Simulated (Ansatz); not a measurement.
# La on Pt(100): change of the work function, part 2 of 3

Wanted: Δφ(θ) for La/Pt(100), starting from the hollow site.

Ansatz 0.2.0; plane-wave DFT, PBE, Ansatz PAW.

So far, work function, upper face (eV): step 2 (the clean slab) 5.66.

**3. The covered slab, k-mesh 4×4×1, coverage 0.111 ML**

System of this step: La/Pt(100). The cell holds 37 atoms: 36 Pt and 1 La. Its edges and angles: a = 8.316 Å, b = 8.316 Å, c = 26.878 Å, α = 90.0°, β = 90.0°, γ = 90.0°. Vacuum lies along c.

The clean slab as it ended is repeated in the plane and the adsorbate is set on one face; the cell's size fixes the coverage, and the k-mesh shrinks with it to keep the sampling density about even. Adsorbate and upper layers relax, since the dipole depends on the height.

input.yaml

```yaml
crystal:
  lattice:
    - [8.3155757469, 0.0, 0.0]
    - [0.0, 8.3155757469, 0.0]
    - [0.0, 0.0, 26.877844561]
  atoms:
    - { symbol: Pt, position: [0.1666666667, 0.1666666667, 0.3348482792] }
    - { symbol: Pt, position: [0.0, 0.0, 0.4077707933] }
    - { symbol: Pt, position: [0.1666666667, 0.1666666667, 0.4823697164] }
    - { symbol: Pt, position: [0.0, 0.0, 0.5557921078] }
    - { symbol: Pt, position: [0.1666666667, 0.5, 0.3348482792] }
    - { symbol: Pt, position: [0.0, 0.3333333333, 0.4077707933] }
    - { symbol: Pt, position: [0.1666666667, 0.5, 0.4823697164] }
    - { symbol: Pt, position: [0.0, 0.3333333333, 0.5557921078] }
    - { symbol: Pt, position: [0.1666666667, 0.8333333333, 0.3348482792] }
    - { symbol: Pt, position: [0.0, 0.6666666667, 0.4077707933] }
    - { symbol: Pt, position: [0.1666666667, 0.8333333333, 0.4823697164] }
    - { symbol: Pt, position: [0.0, 0.6666666667, 0.5557921078] }
    - { symbol: Pt, position: [0.5, 0.1666666667, 0.3348482792] }
    - { symbol: Pt, position: [0.3333333333, 0.0, 0.4077707933] }
    - { symbol: Pt, position: [0.5, 0.1666666667, 0.4823697164] }
    - { symbol: Pt, position: [0.3333333333, 0.0, 0.5557921078] }
    - { symbol: Pt, position: [0.5, 0.5, 0.3348482792] }
    - { symbol: Pt, position: [0.3333333333, 0.3333333333, 0.4077707933] }
    - { symbol: Pt, position: [0.5, 0.5, 0.4823697164] }
    - { symbol: Pt, position: [0.3333333333, 0.3333333333, 0.5557921078] }
    - { symbol: Pt, position: [0.5, 0.8333333333, 0.3348482792] }
    - { symbol: Pt, position: [0.3333333333, 0.6666666667, 0.4077707933] }
    - { symbol: Pt, position: [0.5, 0.8333333333, 0.4823697164] }
    - { symbol: Pt, position: [0.3333333333, 0.6666666667, 0.5557921078] }
    - { symbol: Pt, position: [0.8333333333, 0.1666666667, 0.3348482792] }
    - { symbol: Pt, position: [0.6666666667, 0.0, 0.4077707933] }
    - { symbol: Pt, position: [0.8333333333, 0.1666666667, 0.4823697164] }
    - { symbol: Pt, position: [0.6666666667, 0.0, 0.5557921078] }
    - { symbol: Pt, position: [0.8333333333, 0.5, 0.3348482792] }
    - { symbol: Pt, position: [0.6666666667, 0.3333333333, 0.4077707933] }
    - { symbol: Pt, position: [0.8333333333, 0.5, 0.4823697164] }
    - { symbol: Pt, position: [0.6666666667, 0.3333333333, 0.5557921078] }
    - { symbol: Pt, position: [0.8333333333, 0.8333333333, 0.3348482792] }
    - { symbol: Pt, position: [0.6666666667, 0.6666666667, 0.4077707933] }
    - { symbol: Pt, position: [0.8333333333, 0.8333333333, 0.4823697164] }
    - { symbol: Pt, position: [0.6666666667, 0.6666666667, 0.5557921078] }
    - { symbol: La, position: [0.1666666667, 0.1666666667, 0.6651517208] }
kpoints:
  mp_grid: { grid: [4, 4, 1] }
hamiltonian:
  xc: pbe
scf:
  occupations: { method: fermi_dirac, width: 0.1 }
  convergence: { dr2_threshold: 1.0e-08 }
efield:
  axis: 3
  dipole_correction: true
  ramp_position: 0.97
  ramp_width: 0.06
relax:
  f_tol: 0.02
  max_steps: 60
  constraints:
    - { sites: [0, 1, 4, 5, 8, 9, 12, 13, 16, 17, 20, 21, 24, 25, 28, 29, 32, 33] }
output:
  write_potential: true
  write_density: true
  volumetric_format: npy
```

Command:

```
$ ansatz run input.yaml --threads 4 --pin off --max-ram 16384MiB --backend cpu --events-out ev --progress --plain --runs-dir out
```

Log:

```text
[...]
Crystal: 37 atoms, lattice volume = 1858.571 Å³
Basis set: ecut = 420 eV, 36241 PW (Γ), exchange–correlation on 120×120×360 points (8 copies of the dense FFT grid, shifted against one another)
Bands: 396, of which v1, the nominal top of the filled ones, is band 330 counted from 1 (329 counted from 0)
Symmetry: 8 space group operations
[...]
k-points: 6 of 16
[...]
SCF iter   1: F=—  HF=-457065.412878 eV  |F-HF|=—  |Δ(HF+E_count)|=         —  Δρ=1.91e-2  dr2=3.30e1  ethr=1.77e-3  p=1.020 e·Å  D=9.93e-2 V/Å  ΔV_dip=-2.67 eV  dr2_dipole=2.67e-1  V_vac-E_F(+/−)=2.46/5.13 eV  ⟨swp⟩=7.3  Hψ=9443  notcnv=0  defer=81
[...]
SCF iter  14: F=-457064.935183 eV  HF=-457064.935183 eV  |F-HF|=5.82e-10  |Δ(HF+E_count)|=   6.17e-9  Δρ=2.78e-7  dr2=4.04e-9  ethr=1.52e-12  p=1.254 e·Å  D=1.22e-1 V/Å  ΔV_dip=-3.28 eV  dr2_dipole=4.83e-11  V_vac-E_F(+/−)=2.38/5.66 eV  ⟨swp⟩=9.2  Hψ=15012  notcnv=0
SCF 1 converged in 14 iterations: F = -457064.935183 eV  dr2 = 4.04e-9
[...]
relax step   1: F+E_penalty+E_count = -457064.93518319 eV  Δ(F+E_penalty+E_count) = +0.000e0 eV  max|allowed force component| = 4.045e0 eV/Å  Δτ_max = 0.0000 Å  (14 SCF iters, accepted)
[...]
SCF iter  12: F=-457065.932868 eV  HF=-457065.932868 eV  |F-HF|=1.02e-8  |Δ(HF+E_count)|=   1.92e-8  Δρ=2.18e-7  dr2=1.37e-9  ethr=1.52e-12  p=1.278 e·Å  D=1.24e-1 V/Å  ΔV_dip=-3.34 eV  dr2_dipole=1.89e-13  V_vac-E_F(+/−)=2.32/5.66 eV  ⟨swp⟩=8.5  Hψ=14213  notcnv=0
SCF 2 converged in 12 iterations: F = -457065.932868 eV  dr2 = 1.37e-9
relax step   2: F+E_penalty+E_count = -457065.93286813 eV  Δ(F+E_penalty+E_count) = -9.977e-1 eV  max|allowed force component| = 4.226e0 eV/Å  Δτ_max = 0.1950 Å  (12 SCF iters, accepted)
SCF iter   1: F=—  HF=-457066.901369 eV  |F-HF|=—  |Δ(HF+E_count)|=         —  Δρ=2.46e-3  dr2=5.48e-1  ethr=7.26e-4  p=1.278 e·Å  D=1.24e-1 V/Å  ΔV_dip=-3.34 eV  dr2_dipole=1.41e-1  V_vac-E_F(+/−)=2.33/5.67 eV  ⟨swp⟩=5.8  Hψ=6185  notcnv=0  defer=70
[...]
SCF iter  12: F=-457066.871742 eV  HF=-457066.871742 eV  |F-HF|=1.01e-8  |Δ(HF+E_count)|=   4.54e-8  Δρ=1.54e-7  dr2=1.35e-9  ethr=1.52e-12  p=1.252 e·Å  D=1.22e-1 V/Å  ΔV_dip=-3.28 eV  dr2_dipole=3.07e-10  V_vac-E_F(+/−)=2.39/5.66 eV  ⟨swp⟩=9.0  Hψ=14535  notcnv=0
SCF 3 converged in 12 iterations: F = -457066.871742 eV  dr2 = 1.35e-9
[...]
relax step   3: F+E_penalty+E_count = -457066.87174233 eV  Δ(F+E_penalty+E_count) = -9.389e-1 eV  max|allowed force component| = 3.903e0 eV/Å  Δτ_max = 0.1950 Å  (12 SCF iters, accepted)
[...]
relax step   4: F+E_penalty+E_count = -457067.61920737 eV  Δ(F+E_penalty+E_count) = -7.475e-1 eV  max|allowed force component| = 2.577e0 eV/Å  Δτ_max = 0.1950 Å  (12 SCF iters, accepted)
[...]
relax step   5: F+E_penalty+E_count = -457067.96506745 eV  Δ(F+E_penalty+E_count) = -3.459e-1 eV  max|allowed force component| = 5.435e-1 eV/Å  Δτ_max = 0.1949 Å  (12 SCF iters, accepted)
[...]
relax step   6: F+E_penalty+E_count = -457067.98840213 eV  Δ(F+E_penalty+E_count) = -2.333e-2 eV  max|allowed force component| = 2.125e-1 eV/Å  Δτ_max = 0.1641 Å  (13 SCF iters, accepted)
[...]
relax step   7: F+E_penalty+E_count = -457068.01584046 eV  Δ(F+E_penalty+E_count) = -2.744e-2 eV  max|allowed force component| = 3.665e-2 eV/Å  Δτ_max = 0.0589 Å  (11 SCF iters, accepted)
SCF iter   1: F=—  HF=-457068.017127 eV  |F-HF|=—  |Δ(HF+E_count)|=         —  Δρ=9.95e-5  dr2=1.01e-3  ethr=1.99e-7  p=0.978 e·Å  D=9.52e-2 V/Å  ΔV_dip=-2.56 eV  dr2_dipole=3.47e-4  V_vac-E_F(+/−)=3.11/5.67 eV  ⟨swp⟩=4.7  Hψ=5453  notcnv=0  defer=137
[...]
SCF iter   8: F=-457068.015962 eV  HF=-457068.015962 eV  |F-HF|=1.54e-8  |Δ(HF+E_count)|=   3.46e-8  Δρ=2.91e-7  dr2=3.61e-9  ethr=1.52e-12  p=0.976 e·Å  D=9.50e-2 V/Å  ΔV_dip=-2.55 eV  dr2_dipole=1.06e-10  V_vac-E_F(+/−)=3.12/5.67 eV  ⟨swp⟩=8.8  Hψ=14557  notcnv=0
SCF 8 converged in 8 iterations: F = -457068.015962 eV  dr2 = 3.61e-9
relax step   8: F+E_penalty+E_count = -457068.01596225 eV  Δ(F+E_penalty+E_count) = -1.218e-4 eV  max|allowed force component| = 3.248e-3 eV/Å  Δτ_max = 0.0029 Å  (8 SCF iters, accepted)
NSCF: frozen V_eff on 6 k-points
[...]
SCF converged after 8 iterations
Free energy (F): -457068.015962 eV
[...]
Internal energy: -457066.051346 eV  (E = F + TS)
E sigma→0 (E₀):  -457067.033654 eV
Entropy (-TS):   -1.964617 eV (-53.098 meV/atom)
Fermi energy:    3.984627 eV
Dipole field:    D = 0.095027 V/Å  (p = 0.976032 e·Å, saw-weighted, corrected)
Work function:   Φ+ = 3.1158 eV   Φ− = 5.6699 eV
[...]
--- Forces (eV/Å), atoms counted from 1 ---
  atom   1  Pt     0.00000000     0.00000000    -0.05803631
  atom   2  Pt     0.07194181     0.07194181     0.22521588
  atom   3  Pt     0.00000000     0.00000000    -0.00226500
  atom   4  Pt    -0.00122829    -0.00122829     0.00067112
  atom   5  Pt     0.00000000     0.01289907    -0.07583346
  atom   6  Pt     0.07194181    -0.07194181     0.22521588
  atom   7  Pt     0.00000000    -0.00083819    -0.00071638
  atom   8  Pt    -0.00122829     0.00122829     0.00067112
  atom   9  Pt     0.00000000    -0.01289907    -0.07583346
  atom  10  Pt     0.02384079     0.00000000     0.07406746
  atom  11  Pt     0.00000000     0.00083819    -0.00071638
  atom  12  Pt     0.00146847     0.00000000    -0.00002372
  atom  13  Pt     0.01289907     0.00000000    -0.07583346
  atom  14  Pt    -0.07194181     0.07194181     0.22521588
  atom  15  Pt    -0.00083819     0.00000000    -0.00071638
  atom  16  Pt     0.00122829    -0.00122829     0.00067112
  atom  17  Pt     0.02684455     0.02684455    -0.10426114
  atom  18  Pt    -0.07194181    -0.07194181     0.22521588
  atom  19  Pt     0.00076547     0.00076547    -0.00016341
  atom  20  Pt     0.00122829     0.00122829     0.00067112
  atom  21  Pt     0.02684455    -0.02684455    -0.10426114
  atom  22  Pt    -0.02384079     0.00000000     0.07406746
  atom  23  Pt     0.00076547    -0.00076547    -0.00016341
  atom  24  Pt    -0.00146847     0.00000000    -0.00002372
  atom  25  Pt    -0.01289907     0.00000000    -0.07583346
  atom  26  Pt     0.00000000     0.02384079     0.07406746
  atom  27  Pt     0.00083819     0.00000000    -0.00071638
  atom  28  Pt     0.00000000     0.00146847    -0.00002372
  atom  29  Pt    -0.02684455     0.02684455    -0.10426114
  atom  30  Pt     0.00000000    -0.02384079     0.07406746
  atom  31  Pt    -0.00076547     0.00076547    -0.00016341
  atom  32  Pt     0.00000000    -0.00146847    -0.00002372
  atom  33  Pt    -0.02684455    -0.02684455    -0.10426114
  atom  34  Pt    -0.00000000     0.00000000    -0.41468784
  atom  35  Pt    -0.00076547    -0.00076547    -0.00016341
  atom  36  Pt    -0.00000000     0.00000000    -0.00324780
  atom  37  La    -0.00000000     0.00000000     0.00240264
  max |Σ_I F_I| component: 8.90e-6 eV/Å
--- Band table (eV; the first three rows and the last of 6) ---
  k-point 0: bands = [... 326 lower, 3.6859, 3.7865, 3.8449, 3.8936, 3.8936, 3.9144, 3.9630, 3.9870, ... 62 higher]
  k-point 1: bands = [... 326 lower, 3.8774, 3.8880, 3.9378, 3.9398, 3.9689, 3.9726, 3.9962, 4.0005, ... 62 higher]
  k-point 2: bands = [... 326 lower, 3.9058, 3.9278, 3.9520, 3.9607, 3.9840, 3.9849, 4.0810, 4.1059, ... 62 higher]
  k-point 5: bands = [... 326 lower, 4.0217, 4.0238, 4.0742, 4.0742, 4.1330, 4.1339, 4.4496, 4.5118, ... 62 higher]
--- Relaxed structure (8 steps of the walk, 8 accepted, 0 SCFs on fresh bases) ---
  F+E_penalty+E_count = -457068.01596225 eV   max|allowed force component| = 3.248e-3 eV/Å
  atoms:
    - { symbol: Pt, position: [0.166667, 0.166667, 0.3348482792] }
    - { symbol: Pt, position: [1.666666e-11, 1.666666e-11, 0.407771] }
    - { symbol: Pt, position: [0.166667, 0.166667, 0.484687] }
    - { symbol: Pt, position: [-0.00403508, -0.00403508, 0.559679] }
    - { symbol: Pt, position: [0.166667, 0.500000, 0.3348482792] }
    - { symbol: Pt, position: [1.666666e-11, 0.333333, 0.407771] }
    - { symbol: Pt, position: [0.166667, 0.498927, 0.482898] }
    - { symbol: Pt, position: [-0.00403508, 0.337368, 0.559679] }
    - { symbol: Pt, position: [0.166667, 0.833333, 0.3348482792] }
    - { symbol: Pt, position: [1.666666e-11, 0.666667, 0.407771] }
    - { symbol: Pt, position: [0.166667, 0.834407, 0.482898] }
    - { symbol: Pt, position: [-0.00084487, 0.666667, 0.556032] }
    - { symbol: Pt, position: [0.500000, 0.166667, 0.3348482792] }
    - { symbol: Pt, position: [0.333333, 1.666666e-11, 0.407771] }
    - { symbol: Pt, position: [0.498927, 0.166667, 0.482898] }
    - { symbol: Pt, position: [0.337368, -0.00403508, 0.559679] }
    - { symbol: Pt, position: [0.500000, 0.500000, 0.3348482792] }
    - { symbol: Pt, position: [0.333333, 0.333333, 0.407771] }
    - { symbol: Pt, position: [0.500088, 0.500088, 0.481968] }
    - { symbol: Pt, position: [0.337368, 0.337368, 0.559679] }
    - { symbol: Pt, position: [0.500000, 0.833333, 0.3348482792] }
    - { symbol: Pt, position: [0.333333, 0.666667, 0.407771] }
    - { symbol: Pt, position: [0.500088, 0.833246, 0.481968] }
    - { symbol: Pt, position: [0.334178, 0.666667, 0.556032] }
    - { symbol: Pt, position: [0.833333, 0.166667, 0.3348482792] }
    - { symbol: Pt, position: [0.666667, 1.666666e-11, 0.407771] }
    - { symbol: Pt, position: [0.834407, 0.166667, 0.482898] }
    - { symbol: Pt, position: [0.666667, -0.00084487, 0.556032] }
    - { symbol: Pt, position: [0.833333, 0.500000, 0.3348482792] }
    - { symbol: Pt, position: [0.666667, 0.333333, 0.407771] }
    - { symbol: Pt, position: [0.833246, 0.500088, 0.481968] }
    - { symbol: Pt, position: [0.666667, 0.334178, 0.556032] }
    - { symbol: Pt, position: [0.833333, 0.833333, 0.3348482792] }
    - { symbol: Pt, position: [0.666667, 0.666667, 0.407771] }
    - { symbol: Pt, position: [0.833246, 0.833246, 0.481968] }
    - { symbol: Pt, position: [0.666667, 0.666667, 0.555939] }
    - { symbol: La, position: [0.166667, 0.166667, 0.632161] }
```

The job ended after 29 min (4 threads of Arm Neoverse V1, shared host; peak memory 12 GiB).

Relaxation path:

| step | energy less that of the first step (eV) | largest force component (eV/Å) |
| --- | --- | --- |
| 1 | 0.0000 | 4.0446 |
| 2 | -0.9977 | 4.2263 |
| 3 | -1.9366 | 3.9034 |
| 4 | -2.6840 | 2.5773 |
| 5 | -3.0299 | 0.5435 |
| 6 | -3.0532 | 0.2125 |
| 7 | -3.0807 | 0.0367 |
| 8 | -3.0808 | 0.0032 |

Forces are held to the 8 operations that the program found; a distortion that breaks them can't arise in this run.

The atoms that moved most (Å):

| atom | dx | dy | dz | length |
| --- | --- | --- | --- | --- |
| La37 | 0.000 | 0.000 | -0.887 | 0.887 |
| Pt4 | -0.034 | -0.034 | 0.104 | 0.115 |
| Pt16 | 0.034 | -0.034 | 0.104 | 0.115 |
| Pt8 | -0.034 | 0.034 | 0.104 | 0.115 |
| Pt20 | 0.034 | 0.034 | 0.104 | 0.115 |
| Pt3 | 0.000 | 0.000 | 0.062 | 0.062 |
| Pt27 | 0.009 | 0.000 | 0.014 | 0.017 |
| Pt11 | 0.000 | 0.009 | 0.014 | 0.017 |

The relaxed structure:

```
Pt La
1.0
     8.31558    0.00000    0.00000
     0.00000    8.31558    0.00000
     0.00000    0.00000   26.87784
Pt La
36 1
Direct
  0.16667 0.16667 0.33485
  0.00000 0.00000 0.40777
  0.16667 0.16667 0.48469
  0.99596 0.99596 0.55968
  0.16667 0.50000 0.33485
  0.00000 0.33333 0.40777
  0.16667 0.49893 0.48290
  0.99596 0.33737 0.55968
  0.16667 0.83333 0.33485
  0.00000 0.66667 0.40777
  0.16667 0.83441 0.48290
  0.99916 0.66667 0.55603
  0.50000 0.16667 0.33485
  0.33333 0.00000 0.40777
  0.49893 0.16667 0.48290
  0.33737 0.99596 0.55968
  0.50000 0.50000 0.33485
  0.33333 0.33333 0.40777
  0.50009 0.50009 0.48197
  0.33737 0.33737 0.55968
  0.50000 0.83333 0.33485
  0.33333 0.66667 0.40777
  0.50009 0.83325 0.48197
  0.33418 0.66667 0.55603
  0.83333 0.16667 0.33485
  0.66667 0.00000 0.40777
  0.83441 0.16667 0.48290
  0.66667 0.99916 0.55603
  0.83333 0.50000 0.33485
  0.66667 0.33333 0.40777
  0.83325 0.50009 0.48197
  0.66667 0.33418 0.55603
  0.83333 0.83333 0.33485
  0.66667 0.66667 0.40777
  0.83325 0.83325 0.48197
  0.66667 0.66667 0.55594
  0.16667 0.16667 0.63216
```

This step gave:

- energy at zero smearing: -457067.0337 eV
- work function, upper face: 3.116 eV
- work function, lower face: 5.670 eV
- dipole along the normal: 0.9760 e·Å
- step between the vacuum levels: -2.554 eV

Running mean over 1.96 Å of the planar mean; the ramp of the sawtooth is left out. The electron's electrostatic potential energy less the Fermi level by z:

z (Å), electron's electrostatic potential energy less the Fermi level (eV) and a bar from the least value:
```
      3.5        5.7 ##############################
      4.0        5.7 ##############################
      4.5        5.7 ##############################
      5.0        5.7 ##############################
      5.5        5.7 ##############################
      6.0        5.6 ##############################
      6.5        5.5 ##############################
      7.0        5.0 #############################
      7.5        2.6 #########################
      8.0       -3.0 ###############
      8.5       -8.8 ######
      9.0      -11.3 #
      9.5      -11.8 
     10.0      -12.0 
     10.5      -12.1 
     11.0      -12.1 
     11.5      -11.8 #
     12.0      -11.6 #
     12.5      -11.8 #
     13.0      -12.0 
     13.5      -11.6 #
     14.0      -11.3 #
     14.5      -11.4 #
     15.0      -11.3 #
     15.5       -9.2 #####
     16.0       -4.3 #############
     16.5        0.3 #####################
     17.0        1.8 #######################
     17.5        2.1 ########################
     18.0        2.4 ########################
     18.5        2.8 #########################
     19.0        3.0 ##########################
     19.5        3.1 ##########################
     20.0        3.1 ##########################
     20.5        3.1 ##########################
     21.0        3.1 ##########################
     21.5        3.1 ##########################
     22.0        3.1 ##########################
     22.5        3.1 ##########################
     23.0        3.1 ##########################
     23.5        3.1 ##########################
```

The relaxation took 8 steps and lowered the energy by 3.1 eV; the largest force on the free atoms ends at 0.0032 eV/Å.

The covered face has 3.12 eV, -2.54 eV against the clean one; the bare back face has moved by +0.02 eV, a measure of how thin the slab is.

(Continued in part 3 of 3.)

[Long decimals in the printed logs are rounded to 6 places.]

[Logs are printed without paths, hosts, clocks, repeated set-up lines and the standing remarks that a program may print on its own settings, such as how far it seeks lower states.]

[Hosts, paths, dates, database ids (printed as entryN), source tags and the programs' standing remarks are cut or masked in the printed files.]

[Maps of the electrostatic potential energy from Ansatz leave out the sawtooth potential of an applied field or a dipole correction, so their vacuum need not be flat; planar profiles and work functions include it.]
